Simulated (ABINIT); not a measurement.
# CdH2 (Fm-3m): from the cell to the phonon bands

How does CdH2 (Fm-3m) vibrate, and is this structure a minimum?

Method: DFT LDA, scalar-relativistic, plane waves, PseudoDojo norm-conserving pseudopotentials, in ABINIT 10.8.3.

The structure was built from a prototype and need not be the compound's stable phase.

### Step 1. Starting point

The structure is cubic, space group Fm-3m (No. 225). The conventional cell has a = 5.477 Å, b = 5.477 Å, c = 5.477 Å, α = 90.00°, β = 90.00°, γ = 90.00°. Nearest to Cd lie 8 H at 2.37 Å. H has 4 Cd at 2.37 Å nearest. Farther neighbours are not listed.

### Step 2. A first look

A first run with smearing and empty bands tells whether the crystal has a gap, which decides between fixed occupations and smearing later on.

probe.abi

```
# ground state
tolvrs 1.0d-08
prtden 1
prtwf 1

# basis, mesh and filling
ecut 47.0
ngkpt 6 6 6
nshiftk 1
shiftk 0.0 0.0 0.0
istwfk *1
occopt 7
tsmear 0.005
nband 18
nstep 100
diemac 9.0
prtebands 0
prtgsr 0
useylm 1

# cell and atoms
acell 7.318698065 7.318698065 7.318698065
rprim 
    -0.7071067812 0.0 0.7071067812
    0.0 0.7071067812 0.7071067812
    -0.7071067812 0.7071067812 0.0
ntypat 2
znucl 48 1
natom 3
typat 1 2 2
xred 
    0.0 0.0 0.0
    0.75 0.75 0.75
    0.25 0.25 0.25
pp_dirpath "./pseudo"
pseudos "Cd.upf, H.upf"
```

Command:

```console
$ OMP_NUM_THREADS=1 mpirun -n 4 abinit probe.abi > probe.log
```

Numbers of over 12 decimals in the logs are rounded to 6 here.

probe.abo, the main output file:

```text
[banners, grids, parts of the stress and lines that vanish by symmetry left out]
- input  file    -> probe.abi
- output file    -> probe.abo
- root for input  files -> probei
[...]
Symmetries : space group Fm -3 m (#225); Bravais cF (face-center cubic)
[...]
mpw =        4314          nfft =      110592          nkpt =          16
[...]
== DATASET  1 ==================================================================
[...]
cutoff_energies: {ecut:  47.0, pawecutdg:  -1.0, }
[...]
ETOT  1  -174.73827714375    -1.747E+02 5.587E+00 2.846E+03
 ETOT  2  -175.63724988475    -8.990E-01 2.714E-01 5.667E+03
 ETOT  3  -176.28945162175    -6.522E-01 3.913E-02 5.731E+02
 ETOT  4  -176.34807602977    -5.862E-02 7.434E-03 7.936E+01
 ETOT  5  -176.35686573876    -8.790E-03 1.678E-03 9.564E+00
[...]
ETOT 11  -176.35817535342    -1.444E-11 1.513E-04 2.274E-08
 ETOT 12  -176.35817535344    -2.245E-11 2.821E-05 2.449E-10
 At SCF step   12       vres2   =  2.45E-10 < tolvrs=  1.00E-08 =>converged.
[...]
sigma(1 1)=  4.11204200E-04  sigma(3 2)=  0.00000000E+00
  sigma(2 2)=  4.11204200E-04  sigma(3 1)=  0.00000000E+00
  sigma(3 3)=  4.11204200E-04  sigma(2 1)=  0.00000000E+00
[...]
convergence: {deltae: -2.245E-11, res2:  2.449E-10, residm:  2.821E-05, diffor: null, }
etotal    :  -1.76358175E+02
[...]
sigma(1 1)=  4.11204200E-04  sigma(3 2)=  0.00000000E+00
  sigma(2 2)=  4.11204200E-04  sigma(3 1)=  0.00000000E+00
  sigma(3 3)=  4.11204200E-04  sigma(2 1)=  0.00000000E+00
[...]
- sigma(1 1)=  1.20980453E+01  sigma(3 2)=  0.00000000E+00
- sigma(2 2)=  1.20980453E+01  sigma(3 1)=  0.00000000E+00
- sigma(3 3)=  1.20980453E+01  sigma(2 1)=  0.00000000E+00
[...]
fcart     -0.0000000000E+00 -0.0000000000E+00 -0.0000000000E+00
           strten      4.1120420015E-04  4.1120420015E-04  4.1120420015E-04
================================================================================

[key lines of the parts left out:]
pressure_GPa:  -1.2098E+01
```

The job ended after 14 s (4 MPI ranks of Arm Neoverse V1, shared host).

Numbers from this step:

* volume per atom: 13.69 Å³
* pressure: -12.10 GPa
* gap on the k-mesh: 0 eV

No gap opens on this mesh, so smearing is kept; the printed pressure holds the stress of the finite basis too.

### Step 3. Rough relaxation

The typed start is rough, so a first relaxation with smearing and loose thresholds takes it towards rest cheaply.

prerelax.abi

```
# relaxation
ionmov 2
optcell 2
dilatmx 1.15
chkdilatmx 0
ntime 40
tolmxf 3.0d-04
tolvrs 1.0d-10
prtwf 0
prtden 0
chksymtnons 0

# basis, mesh and filling
ecut 46.0
ecutsm 3.0
ngkpt 6 6 6
nshiftk 1
shiftk 0.0 0.0 0.0
istwfk *1
occopt 7
tsmear 0.005
nband 18
nstep 100
diemac 1000000.0
prtebands 0
prtgsr 0
useylm 1

# cell and atoms
acell 7.318698065 7.318698065 7.318698065
rprim 
    -0.7071067812 0.0 0.7071067812
    0.0 0.7071067812 0.7071067812
    -0.7071067812 0.7071067812 0.0
ntypat 2
znucl 48 1
natom 3
typat 1 2 2
xred 
    0.0 0.0 0.0
    0.75 0.75 0.75
    0.25 0.25 0.25
pp_dirpath "./pseudo"
pseudos "Cd.upf, H.upf"
```

Command:

```console
$ OMP_NUM_THREADS=1 mpirun -n 4 abinit prerelax.abi > prerelax.log
```

prerelax.abo, the main output file:

```text
[banners, grids, parts of the stress and lines that vanish by symmetry left out]
- input  file    -> prerelax.abi
- output file    -> prerelax.abo
- root for input  files -> prerelaxi
[...]
Symmetries : space group Fm -3 m (#225); Bravais cF (face-center cubic)
[...]
mpw =        6346          nfft =      157464          nkpt =          16
[...]
== DATASET  1 ==================================================================
[...]
cutoff_energies: {ecut:  46.0, pawecutdg:  -1.0, }
[...]
ETOT  1  -174.75298532771    -1.748E+02 5.950E+00 4.106E+03
 ETOT  2  -175.70682412652    -9.538E-01 1.460E-01 7.183E+03
 ETOT  3  -176.29409270754    -5.873E-01 6.314E-02 7.611E+02
 ETOT  4  -176.34745418431    -5.336E-02 2.780E-03 1.160E+02
 ETOT  5  -176.35759928952    -1.015E-02 1.000E-03 1.609E-01
[...]
At SCF step   12       vres2   =  1.31E-12 < tolvrs=  1.00E-10 =>converged.
[...]
ETOT  9  -176.37612178227     1.950E-11 2.395E-08 8.794E-12
 At SCF step    9       vres2   =  8.79E-12 < tolvrs=  1.00E-10 =>converged.
[...]
sigma(1 1)= -2.25741857E-06  sigma(3 2)=  0.00000000E+00
  sigma(2 2)= -2.25741857E-06  sigma(3 1)=  0.00000000E+00
  sigma(3 3)= -2.25741857E-06  sigma(2 1)=  0.00000000E+00
[...]
convergence: {deltae:  1.950E-11, res2:  8.794E-12, residm:  2.395E-08, diffor: null, }
etotal    :  -1.76376122E+02
[...]
At Broyd/MD step   6, gradients are converged :
[...]
sigma(1 1)= -2.25741857E-06  sigma(3 2)=  0.00000000E+00
  sigma(2 2)= -2.25741857E-06  sigma(3 1)=  0.00000000E+00
  sigma(3 3)= -2.25741857E-06  sigma(2 1)=  0.00000000E+00
[...]
- sigma(1 1)= -6.64155472E-02  sigma(3 2)=  0.00000000E+00
- sigma(2 2)= -6.64155472E-02  sigma(3 1)=  0.00000000E+00
- sigma(3 3)= -6.64155472E-02  sigma(2 1)=  0.00000000E+00
[...]
fcart     -0.0000000000E+00 -0.0000000000E+00 -0.0000000000E+00
           strten     -2.2574185673E-06 -2.2574185673E-06 -2.2574185673E-06
================================================================================

[key lines of the parts left out:]
pressure_GPa:   6.6416E-02
Total energy (etotal) [Ha]= -1.76376121782273E+02
```

The job ended after 1.8 min (4 MPI ranks; 7.3 min of CPU time).

Step by step:

```
step  energy less that of the first step (eV)  largest force (eV/Å)  volume (Å³)
   1                                   0.0000                0.0000        41.08
   2                                  -0.1030                0.0000        39.63
   3                                  -0.3040                0.0000        25.93
   4                                  -0.4819                0.0000        32.19
   5                                  -0.5025                0.0000        30.75
   6                                  -0.5033                0.0000        30.38
```

```
conventional cell, symmetrised  before  after   change
                         a (Å)   5.477  4.953   -9.6 %
                         b (Å)   5.477  4.953   -9.6 %
                         c (Å)   5.477  4.953   -9.6 %
              volume (Å³/atom)   13.69  10.13  -26.0 %
```

Final coordinates:

```cif
data_structure
_symmetry_space_group_name_H-M 'P 1'
_symmetry_Int_Tables_number 1
_cell_length_a 3.5026
_cell_length_b 3.5026
_cell_length_c 3.5026
_cell_angle_alpha 60.000
_cell_angle_beta 60.000
_cell_angle_gamma 60.000
_cell_volume 30.38
loop_
_atom_site_label
_atom_site_type_symbol
_atom_site_fract_x
_atom_site_fract_y
_atom_site_fract_z
_atom_site_occupancy
Cd1 Cd 0.00000 0.00000 0.00000 1
H2 H 0.75000 0.75000 0.75000 1
H3 H 0.25000 0.25000 0.25000 1
```

Numbers from this step:

| Property | Result |
| --- | --- |
| volume per atom | 10.13 Å³ |
| pressure | 0.06642 GPa |

The volume changes by -26.0 % in this run and stands -26.0 % from the first cell.

### Step 4. Rough relaxation

The cell changed much, so the rough relaxation is repeated on a basis made for the new cell.

Changes to prerelax.abi since step 3:

```diff
@@ -29,3 +29,3 @@
 # cell and atoms
-acell 7.318698065 7.318698065 7.318698065
+acell 6.618885348 6.618885348 6.618885348
 rprim
```

prerelax.abo, the main output file:

```text
[banners, grids, parts of the stress and lines that vanish by symmetry left out]
- input  file    -> prerelax.abi
- output file    -> prerelax.abo
- root for input  files -> prerelaxi
[...]
Symmetries : space group Fm -3 m (#225); Bravais cF (face-center cubic)
[...]
mpw =        4720          nfft =      110592          nkpt =          16
[...]
== DATASET  1 ==================================================================
[...]
cutoff_energies: {ecut:  46.0, pawecutdg:  -1.0, }
[...]
ETOT  1  -175.51486189638    -1.755E+02 7.520E+00 1.159E+03
 ETOT  2  -176.16587351387    -6.510E-01 2.286E-01 1.864E+03
 ETOT  3  -176.36430503744    -1.984E-01 2.021E-01 1.098E+02
 ETOT  4  -176.37570889173    -1.140E-02 6.158E-03 3.415E+00
 ETOT  5  -176.37609522559    -3.863E-04 4.529E-04 2.485E-01
[...]
ETOT 10  -176.37612176657    -6.231E-10 3.457E-04 8.597E-10
 ETOT 11  -176.37612176656     8.811E-12 2.845E-04 1.072E-11
 At SCF step   11       vres2   =  1.07E-11 < tolvrs=  1.00E-10 =>converged.
[...]
sigma(1 1)= -2.25717480E-06  sigma(3 2)=  0.00000000E+00
  sigma(2 2)= -2.25717480E-06  sigma(3 1)=  0.00000000E+00
  sigma(3 3)= -2.25717480E-06  sigma(2 1)=  0.00000000E+00
[...]
convergence: {deltae:  8.811E-12, res2:  1.072E-11, residm:  2.845E-04, diffor: null, }
etotal    :  -1.76376122E+02
[...]
At Broyd/MD step   1, gradients are converged :
[...]
sigma(1 1)= -2.25717480E-06  sigma(3 2)=  0.00000000E+00
  sigma(2 2)= -2.25717480E-06  sigma(3 1)=  0.00000000E+00
  sigma(3 3)= -2.25717480E-06  sigma(2 1)=  0.00000000E+00
[...]
- sigma(1 1)= -6.64083753E-02  sigma(3 2)=  0.00000000E+00
- sigma(2 2)= -6.64083753E-02  sigma(3 1)=  0.00000000E+00
- sigma(3 3)= -6.64083753E-02  sigma(2 1)=  0.00000000E+00
[...]
fcart     -0.0000000000E+00 -0.0000000000E+00 -0.0000000000E+00
           strten     -2.2571747974E-06 -2.2571747974E-06 -2.2571747974E-06
================================================================================

[key lines of the parts left out:]
pressure_GPa:   6.6408E-02
Total energy (etotal) [Ha]= -1.76376121766557E+02
```

The job ended after 13 s (4 MPI ranks).

Little changed from the start: no atom moved by 0.005 Å and no cell edge by 0.1 %.

This step gave:

```
pressure : 0.06641 GPa
```

The volume changes by +0.0 % in this run and stands -26.0 % from the first cell.

### Step 5. Relaxing the cell and atoms

The harmonic expansion needs vanishing forces, and a free crystal bears no stress, so cell and atoms are brought to rest. Stress is more sensitive to the basis than forces are: the last 3 Ha under the cutoff are smoothed with ecutsm, and the cutoff is raised above that of the later runs.

relax.abi, as its differences from prerelax.abi of step 4:

```diff
@@ -3,7 +3,6 @@
 optcell 2
-dilatmx 1.15
-chkdilatmx 0
+dilatmx 1.08
 ntime 40
-tolmxf 3.0d-04
-tolvrs 1.0d-10
+tolmxf 1.0d-05
+tolvrs 1.0d-14
 prtwf 0
@@ -13,5 +12,5 @@
 # basis, mesh and filling
-ecut 46.0
+ecut 57.0
 ecutsm 3.0
-ngkpt 6 6 6
+ngkpt 10 10 10
 nshiftk 1
@@ -19,4 +18,4 @@
 istwfk *1
-occopt 7
-tsmear 0.005
+occopt 6
+tsmear 0.01
 nband 18
```

Command:

```console
$ OMP_NUM_THREADS=1 mpirun -n 4 abinit relax.abi > relax.log
```

relax.abo, the main output file:

```text
[banners, grids, parts of the stress and lines that vanish by symmetry left out]
- input  file    -> relax.abi
- output file    -> relax.abo
- root for input  files -> relaxi
[...]
Symmetries : space group Fm -3 m (#225); Bravais cF (face-center cubic)
[...]
mpw =        5346          nfft =      125000          nkpt =          47
[...]
== DATASET  1 ==================================================================
[...]
cutoff_energies: {ecut:  57.0, pawecutdg:  -1.0, }
[...]
ETOT  1  -175.31251754022    -1.753E+02 7.540E+00 1.809E+03
 ETOT  2  -176.05778363380    -7.453E-01 2.405E-01 3.227E+03
 ETOT  3  -176.35212696617    -2.943E-01 2.578E-02 2.556E+02
 ETOT  4  -176.37464148962    -2.251E-02 8.419E-03 1.477E+01
 ETOT  5  -176.37601156327    -1.370E-03 2.656E-03 1.377E+00
[...]
At SCF step   13       vres2   =  2.30E-15 < tolvrs=  1.00E-14 =>converged.
[...]
sigma(1 1)= -1.95483985E-05  sigma(3 2)=  0.00000000E+00
  sigma(2 2)= -1.95483985E-05  sigma(3 1)=  0.00000000E+00
  sigma(3 3)= -1.95483985E-05  sigma(2 1)=  0.00000000E+00
[...]
convergence: {deltae:  1.242E-11, res2:  2.296E-15, residm:  5.551E-05, diffor: null, }
etotal    :  -1.76376145E+02
[...]
ETOT  1  -176.37593293145    -1.764E+02 1.624E-05 3.233E+00
[...]
At SCF step    9       vres2   =  2.85E-16 < tolvrs=  1.00E-14 =>converged.
[...]
sigma(1 1)= -1.50488486E-05  sigma(3 2)=  0.00000000E+00
  sigma(2 2)= -1.50488486E-05  sigma(3 1)=  0.00000000E+00
  sigma(3 3)= -1.50488486E-05  sigma(2 1)=  0.00000000E+00
[...]
convergence: {deltae: -9.805E-12, res2:  2.848E-16, residm:  2.047E-06, diffor: null, }
etotal    :  -1.76376151E+02
[...]
ETOT  1  -176.37359822799    -1.764E+02 6.840E-06 3.746E+01
[...]
At SCF step    9       vres2   =  6.78E-15 < tolvrs=  1.00E-14 =>converged.
[...]
sigma(1 1)= -1.46222370E-07  sigma(3 2)=  0.00000000E+00
  sigma(2 2)= -1.46222370E-07  sigma(3 1)=  0.00000000E+00
  sigma(3 3)= -1.46222370E-07  sigma(2 1)=  0.00000000E+00
[...]
convergence: {deltae:  5.400E-13, res2:  6.784E-15, residm:  8.944E-06, diffor: null, }
etotal    :  -1.76376161E+02
[...]
ETOT  1  -176.37616029374    -1.764E+02 1.087E-05 3.539E-03
[...]
ETOT  7  -176.37616053251    -4.093E-12 1.944E-05 1.963E-12
 ETOT  8  -176.37616053251    -4.917E-12 1.230E-05 3.477E-15
 At SCF step    8       vres2   =  3.48E-15 < tolvrs=  1.00E-14 =>converged.
[...]
sigma(1 1)= -1.14945057E-09  sigma(3 2)=  0.00000000E+00
  sigma(2 2)= -1.14945057E-09  sigma(3 1)=  0.00000000E+00
  sigma(3 3)= -1.14945058E-09  sigma(2 1)=  0.00000000E+00
[...]
convergence: {deltae: -4.917E-12, res2:  3.477E-15, residm:  1.230E-05, diffor: null, }
etotal    :  -1.76376161E+02
[...]
At Broyd/MD step   4, gradients are converged :
[...]
sigma(1 1)= -1.14945057E-09  sigma(3 2)=  0.00000000E+00
  sigma(2 2)= -1.14945057E-09  sigma(3 1)=  0.00000000E+00
  sigma(3 3)= -1.14945058E-09  sigma(2 1)=  0.00000000E+00
[...]
- sigma(1 1)= -3.38180035E-05  sigma(3 2)=  0.00000000E+00
- sigma(2 2)= -3.38180033E-05  sigma(3 1)=  0.00000000E+00
- sigma(3 3)= -3.38180036E-05  sigma(2 1)=  0.00000000E+00
[...]
fcart     -0.0000000000E+00 -0.0000000000E+00 -0.0000000000E+00
           strten     -1.1494505747E-09 -1.1494505694E-09 -1.1494505799E-09
================================================================================

[key lines of the parts left out:]
pressure_GPa:   3.3818E-05
Total energy (etotal) [Ha]= -1.76376160532513E+02
```

It took 2.7 min on 4 MPI ranks.

Step by step:

```
step  energy less that of the first step (eV)  largest force (eV/Å)  volume (Å³)
   1                                   0.0000                0.0000        30.38
   2                                  -0.0002                0.0000        30.44
   3                                  -0.0004                0.0000        30.62
   4                                  -0.0004                0.0000        30.62
```

```
conventional cell, symmetrised  before  after  change
                         a (Å)   4.953  4.966  +0.3 %
                         b (Å)   4.953  4.966  +0.3 %
                         c (Å)   4.953  4.966  +0.3 %
              volume (Å³/atom)   10.13  10.21  +0.8 %
```

The relaxed structure:

```cif
data_structure
_symmetry_space_group_name_H-M 'P 1'
_symmetry_Int_Tables_number 1
_cell_length_a 3.5116
_cell_length_b 3.5116
_cell_length_c 3.5116
_cell_angle_alpha 60.000
_cell_angle_beta 60.000
_cell_angle_gamma 60.000
_cell_volume 30.62
loop_
_atom_site_label
_atom_site_type_symbol
_atom_site_fract_x
_atom_site_fract_y
_atom_site_fract_z
_atom_site_occupancy
Cd1 Cd 0.00000 0.00000 0.00000 1
H2 H 0.75000 0.75000 0.75000 1
H3 H 0.25000 0.25000 0.25000 1
```

Numbers from this step:

| Item | Value |
| --- | --- |
| volume per atom | 10.21 Å³ |
| pressure | 3.38e-5 GPa |

The volume changes by +0.8 % in this run and stands -25.5 % from the first cell.

### Step 6. Self-consistent run for the response

The response is built on these wavefunctions, so the potential is converged far more tightly than an energy would need. Smearing stays on, as the first look found no gap above 0.3 eV.

gs.abi

```
# ground state
tolvrs 1.0d-16
prtden 1
prtwf 1

# basis, mesh and filling
ecut 47.0
ngkpt 12 12 12
nshiftk 1
shiftk 0.0 0.0 0.0
istwfk *1
occopt 6
tsmear 0.01
nband 18
nstep 100
diemac 1000000.0
prtebands 0
prtgsr 0
useylm 1

# cell and atoms
acell 6.635978309 6.635978309 6.635978309
rprim 
    -0.7071067812 0.0 0.7071067812
    0.0 0.7071067812 0.7071067812
    -0.7071067812 0.7071067812 0.0
ntypat 2
znucl 48 1
natom 3
typat 1 2 2
xred 
    0.0 0.0 0.0
    0.75 0.75 0.75
    0.25 0.25 0.25
pp_dirpath "./pseudo"
pseudos "Cd.upf, H.upf"
```

Command:

```console
$ OMP_NUM_THREADS=1 mpirun -n 4 abinit gs.abi > gs.log
```

gs.abo, the main output file:

```text
[banners, grids, parts of the stress and lines that vanish by symmetry left out]
- input  file    -> gs.abi
- output file    -> gs.abo
- root for input  files -> gsi
[...]
Symmetries : space group Fm -3 m (#225); Bravais cF (face-center cubic)
[...]
mpw =        3218          nfft =       91125          nkpt =          72
[...]
== DATASET  1 ==================================================================
[...]
cutoff_energies: {ecut:  47.0, pawecutdg:  -1.0, }
[...]
ETOT  1  -175.41590605346    -1.754E+02 7.220E+00 1.096E+03
 ETOT  2  -176.12108634302    -7.052E-01 2.566E-01 1.869E+03
 ETOT  3  -176.35918012664    -2.381E-01 9.179E-02 1.292E+02
 ETOT  4  -176.37519849015    -1.602E-02 7.947E-03 5.784E+00
 ETOT  5  -176.37597429000    -7.758E-04 2.244E-03 3.310E-01
[...]
ETOT 12  -176.37601865160     7.390E-13 1.973E-04 1.178E-13
 ETOT 13  -176.37601865159     1.120E-11 9.398E-05 6.879E-17
 At SCF step   13       vres2   =  6.88E-17 < tolvrs=  1.00E-16 =>converged.
[...]
sigma(1 1)=  2.15224745E-05  sigma(3 2)=  0.00000000E+00
  sigma(2 2)=  2.15224745E-05  sigma(3 1)=  0.00000000E+00
  sigma(3 3)=  2.15224745E-05  sigma(2 1)=  0.00000000E+00
[...]
convergence: {deltae:  1.120E-11, res2:  6.879E-17, residm:  9.398E-05, diffor: null, }
etotal    :  -1.76376019E+02
[...]
sigma(1 1)=  2.15224745E-05  sigma(3 2)=  0.00000000E+00
  sigma(2 2)=  2.15224745E-05  sigma(3 1)=  0.00000000E+00
  sigma(3 3)=  2.15224745E-05  sigma(2 1)=  0.00000000E+00
[...]
- sigma(1 1)=  6.33213060E-01  sigma(3 2)=  0.00000000E+00
- sigma(2 2)=  6.33213060E-01  sigma(3 1)=  0.00000000E+00
- sigma(3 3)=  6.33213060E-01  sigma(2 1)=  0.00000000E+00
[...]
fcart     -0.0000000000E+00 -0.0000000000E+00 -0.0000000000E+00
           strten      2.1522474459E-05  2.1522474459E-05  2.1522474459E-05
================================================================================

[key lines of the parts left out:]
pressure_GPa:  -6.3321E-01
```

Elapsed: 57 s, on 4 MPI ranks; 3.8 min of CPU time.

This step gave:

```yaml
pressure: -0.6332 GPa
```

The cell stands at -0.63 GPa: the relaxation ran with a smoothed and higher cutoff and on another k mesh.

[end of part 1 of 5]

[Host names and launcher messages were left out of these logs when they were recorded.]

[Logs are printed without paths, hosts, clocks, repeated set-up lines and the standing remarks that a program may print on its own settings, such as how far it seeks lower states.]

[Hosts, paths, dates, database ids (printed as entryN), source tags and the programs' standing remarks are cut or masked in the printed files.]
